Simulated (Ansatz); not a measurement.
# Is the response still linear at 0.5 V/Å? MoSi2N4 bilayer, AB

The dipole of a slab grows in proportion to a weak field along its normal. Does the weak-field slope carry to a strong field?

Set-up. Ansatz 0.2.0, plane waves with PAW datasets (its set soft_2), PBE-D3(BJ); atoms held at their relaxed places, 18 Å of vacuum, dipole correction, cell area 7.21 Å², 18×18 k-points, smearing 0.02585 eV. Without field the slab has a gap of 1.87 eV.

| run | field (V/Å) | dipole (e·Å) |
| --- | --- | --- |
| run 1 | −0.10 | −0.05658 |
| run 2 | 0.00 | 0.00581 |
| run 3 | 0.10 | 0.06821 |
| run 4 | 0.50 | ? |

Q: Estimate the withheld value from the rows shown.

A least-squares line through the 3 rows shown has slope 0.623950 and intercept 0.005813; no row lies more than 0.00001 e·Å off it. A perfect conductor with that slope would be 180.95 × 0.62395 / 7.21 = 15.66 Å thick. At 0.50 it gives 0.623950 × 0.50 + 0.005813 = 0.31779 e·Å, beyond the rows fitted. Rounding and scatter of the rows alone allow about ±0.00002 e·Å there.

The run itself gives 0.31800 e·Å: a miss of +0.00021 e·Å. That is under 1 % of the induced dipole, so the response is still linear.

**Limits.** Ions are held, so this is the electronic response. Of the series that stay linear within 1 %, this collection keeps about one in seven, and it keeps all that bend.
